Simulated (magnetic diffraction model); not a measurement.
# VBi2Se5 below its ordering temperature

Space group Pnma (no. 62), a = 12.1340 Å, b = 8.5220 Å, c = 7.9150 Å.

| site | atom | x | y | z |
| --- | --- | --- | --- | --- |
| 8d | Bi | 0.1790 | 0.5045 | 0.9560 |
| 4c | Se | 0.2029 | 1/4 | 0.6691 |
| 4c | Se | 0.9953 | 1/4 | 0.9402 |
| 4c | Se | 0.8118 | 1/4 | 0.3499 |
| 8d | Se | 0.9207 | 0.9658 | 0.6702 |
| 4c | V | 0.9979 | 1/4 | 0.5698 |

This is a made-up structure (elements placed in a structure type, unrelaxed), so the numbers test the method and describe no known phase.

Only V is taken to order (form factors of V4+); orders and moment sizes are assumed, and not adapted to the symmetry. Radiation: neutrons of λ = 2.567 Å, 8° to 45°; isotropic B of 0.39 Å² (Bi), 0.8 Å² (Se) and 0.7 Å² (V). The intensities are simulated: I ∝ L Σ (|F_N|² + |F_M⊥|²) for unpolarised neutrons, with F_M = 2.695 fm/μB × Σ f(s) S exp(2πi Q·r) exp(−B s²) at Q = H ± k (one set where k and −k are equivalent), only the part normal to Q counting and L = 1/(sin²θ cos θ). For collinear order S is the moment m, which repeats by lattice and centring translations R with the sign exp(−2πi k·R). Form factors are spin-only for 3d ions and dipole or tabulated for f ions, scattering lengths are Sears's of 1992, and absorption is left out. A label names one of the reflections at its angle. The strongest nuclear line in the range is 100, and lines under 0.2 are left out.

Above the ordering temperature:

```tsv
2θ (°)	index	I
22.33	(1 0 1)	60.1
24.43	(2 0 0)	42.9
28.40	(1 1 1)	1.8
30.10	(2 1 0)	0.9
35.06	(0 2 0)	30.3
37.85	(0 0 2)	9.8
39.89	(1 0 2)	0.6
41.75	(3 0 1)	1.8
41.96	(1 2 1)	19.6
43.20	(2 2 0)	2.1
43.79	(1 1 2)	100.0
```

Below it (cell unchanged):

```csv
2θ (°),I
12.14,19.5
22.33,60.1
24.43,42.9
28.40,3.1
30.10,0.9
30.92,2.7
35.06,30.3
37.00,1.7
37.24,3.3
37.85,9.8
39.89,0.7
40.01,1.8
41.75,1.8
41.90,0.3
41.96,19.6
43.20,2.1
43.79,100.0
```

**Question.** Find the propagation vector, then choose among these models:
A. collinear moments along [001], 0.87 μB on V; signs + at (0.9979, 1/4, 0.5698), − at (0.4979, 1/4, 0.9302), + at (0.0021, 3/4, 0.4302), − at (0.5021, 3/4, 0.0698)
B. collinear moments along [101], 0.87 μB on V; signs + at (0.9979, 1/4, 0.5698), + at (0.4979, 1/4, 0.9302), − at (0.0021, 3/4, 0.4302), − at (0.5021, 3/4, 0.0698)
C. collinear moments along [101], 0.87 μB on V; signs + at (0.9979, 1/4, 0.5698), − at (0.4979, 1/4, 0.9302), + at (0.0021, 3/4, 0.4302), − at (0.5021, 3/4, 0.0698)
D. collinear moments along [001], 0.87 μB on V; signs + at (0.9979, 1/4, 0.5698), + at (0.4979, 1/4, 0.9302), − at (0.0021, 3/4, 0.4302), − at (0.5021, 3/4, 0.0698)

No line moves, and magnetic intensity falls on nuclear lines such as the one at 28.40°; new lines at (1 0 0), (2 0 1) and (3 0 0) have whole indices that obey the lattice centring, at places with no nuclear intensity to speak of, so the magnetic cell equals the chemical primitive cell: k = 0.

Magnetic intensity, observed (below minus above) and for each model:

| 2θ (°) | index | observed | A | B | C | D |
| --- | --- | --- | --- | --- | --- | --- |
| 12.14 | (1 0 0) | 19.5 | 19.5 | <0.2 | 5.8 | <0.2 |
| 17.32 | (0 1 0) | <0.2 | <0.2 | 9.3 | <0.2 | 9.3 |
| 18.66 | (0 0 1) | <0.2 | <0.2 | 1.0 | 4.6 | <0.2 |
| 28.40 | (1 1 1) | 1.3 | 1.3 | 7.7 | 1.7 | 5.8 |
| 30.10 | (2 1 0) | <0.2 | <0.2 | 3.0 | <0.2 | 5.5 |
| 30.92 | (2 0 1) | 2.7 | 2.7 | 0.4 | 1.9 | 0.6 |
| 37.24 | (1 2 0) | 3.3 | 3.3 | <0.2 | 3.1 | <0.2 |
| 40.01 | (0 2 1) | 1.8 | 1.8 | 0.5 | 2.1 | 0.4 |

Model A matches.

The absence at (0 1 0) is telling: the sublattices cancel there.

The structure used: k = (0 0 0), collinear moments along [001], 0.87 μB on V; signs + at (0.9979, 1/4, 0.5698), − at (0.4979, 1/4, 0.9302), + at (0.0021, 3/4, 0.4302), − at (0.5021, 3/4, 0.0698).

[Logs are printed without paths, hosts, clocks, repeated set-up lines and the standing remarks that a program may print on its own settings, such as how far it seeks lower states.]
